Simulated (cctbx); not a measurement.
## Interatomic vectors of CoAg10Pb3S10O2

Space group C2 (no. 5), a = 15.6554 Å, b = 11.5750 Å, c = 6.4670 Å, α = 90.00°, β = 113.38°, γ = 90.00°, content Pb6 Ag20 Co2 S20 O4.

The data are simulated with cctbx, not measured: synchrotron X-rays, λ = 0.6889 Å, to d = 0.77 Å, 95 % of the full sphere, strongest reflection 70000 counts, noise from counting, a 4 % proportional error and a noise floor of 4 counts (s.d.); no absorption.

Patterson synthesis, origin scaled to 1000:

```text
Patterson group C 1 2/m 1
      u       v       w   height  length (A)
  0.000   0.000   0.000   1000.0     0.00
  0.000   0.500   0.500    728.6     6.63
  0.250   0.337   0.749    281.6     6.18
  0.249   0.413  -0.001    248.0     6.16
  0.249   0.412   0.500    245.8     7.64
  0.134   0.164   0.631    242.3     4.20
  0.133   0.339   0.132    208.8     4.37
  0.000   0.184   0.500    197.0     3.87
  0.000   0.333   0.000    195.5     3.86
  0.000   0.250   0.250    181.2     3.32
  0.116   0.000   0.616    169.0     3.62
  0.000   0.000   0.500    168.4     3.23
  0.117   0.500   0.116    165.8     6.03
  0.000   0.500   0.000    152.6     5.79
```

**Question.** Which atom pairs make the peaks, and where is the heaviest atom?

A peak at u stands for all pairs with xi − xj = u, with weight Σ ZiZj against Σ Z² = 91358 at the origin. Peak heights follow these weights only roughly, since form factors, motion and series ripples differ, all vectors within 0.55 Å of a peak are counted as merged into it though the farther ones add only part of their weight, and F(000) is left out, which lowers the whole map:

| u | v | w | shortest length (Å) | height | 1000 ΣZiZj/ΣZ² | pairs in the cell |
| --- | --- | --- | --- | --- | --- | --- |
| 0.000 | 0.500 | 0.500 | 6.63 | 729 | 931 | 20 × Ag–Ag, 4 × Pb–Pb, 4 × Pb–Co, 16 × S–S, 8 × S–O |
| 0.250 | 0.337 | 0.749 | 4.06 | 282 | 281 | 6 × Pb–Ag, 2 × Ag–Co |
| 0.249 | 0.413 | -0.001 | 4.05 | 248 | 281 | 6 × Pb–Ag, 2 × Ag–Co |
| 0.249 | 0.412 | 0.500 | 4.11 | 246 | 281 | 6 × Pb–Ag, 2 × Ag–Co |
| 0.134 | 0.164 | 0.631 | 4.20 | 242 | 281 | 6 × Pb–Ag, 2 × Ag–Co |
| 0.133 | 0.339 | 0.132 | 4.36 | 209 | 281 | 6 × Pb–Ag, 2 × Ag–Co |
| 0.000 | 0.184 | 0.500 | 3.87 | 197 | 224 | 2 × Pb–Pb, 2 × Pb–Co, 8 × S–S, 4 × S–O |
| 0.000 | 0.333 | 0.000 | 3.85 | 196 | 218 | 2 × Pb–Pb, 2 × Pb–Co, 8 × S–S |
| 0.000 | 0.250 | 0.250 | 3.31 | 181 | 193 | 8 × Ag–Ag |
| 0.116 | 0.000 | 0.616 | 3.61 | 169 | 193 | 8 × Ag–Ag |

The table stops at ten peaks or at a height of 45, below which ripples compete. In the model behind the data Pb, the heaviest element, has 3 independent sites: (1/2, 0.3996, 0), (1/2, 0.9265, 1/2) and (1/2, 0.5879, 1/2), up to an allowed shift of origin; the Pb–Pb vectors are differences of these positions and their symmetry mates. The whole model:

| atom | mult. | x | y | z | Ueq (Å²) |
| --- | --- | --- | --- | --- | --- |
| Pb1 | 2 | 1/2 | 0.3996 | 0 | 0.0119 |
| Pb2 | 2 | 1/2 | 0.9265 | 1/2 | 0.0195 |
| Pb3 | 2 | 1/2 | 0.5879 | 1/2 | 0.0197 |
| Ag1 | 4 | 0.6356 | 0.7565 | 0.1237 | 0.0277 |
| Ag2 | 4 | 0.6313 | 0.2425 | 0.6366 | 0.0192 |
| Ag3 | 4 | 0.2510 | 0.2492 | 0.7511 | 0.0098 |
| Ag4 | 4 | 0.7465 | 0.0036 | 0.5046 | 0.0150 |
| Ag5 | 4 | 0.2549 | 0.0026 | 0.0026 | 0.0173 |
| Co1 | 2 | 1/2 | 0.0821 | 0 | 0.0149 |
| S1 | 4 | 0.4041 | 0.2350 | 0.0205 | 0.0239 |
| S2 | 4 | 0.4048 | 0.7537 | 0.5326 | 0.0304 |
| S3 | 4 | 0.9025 | 0.9448 | 0.5809 | 0.0239 |
| S4 | 4 | 0.9066 | 0.0601 | 0.0966 | 0.0176 |
| S5 | 4 | 0.4071 | 0.0654 | 0.6237 | 0.0196 |
| O1 | 4 | 0.4082 | 0.9469 | 0.0877 | 0.0358 |

The model was made for the exercise: a known structure type with other elements put in, its volume estimated, not relaxed; displacement parameters are assumed.

[Logs are printed without paths, hosts, clocks, repeated set-up lines and the standing remarks that a program may print on its own settings, such as how far it seeks lower states.]
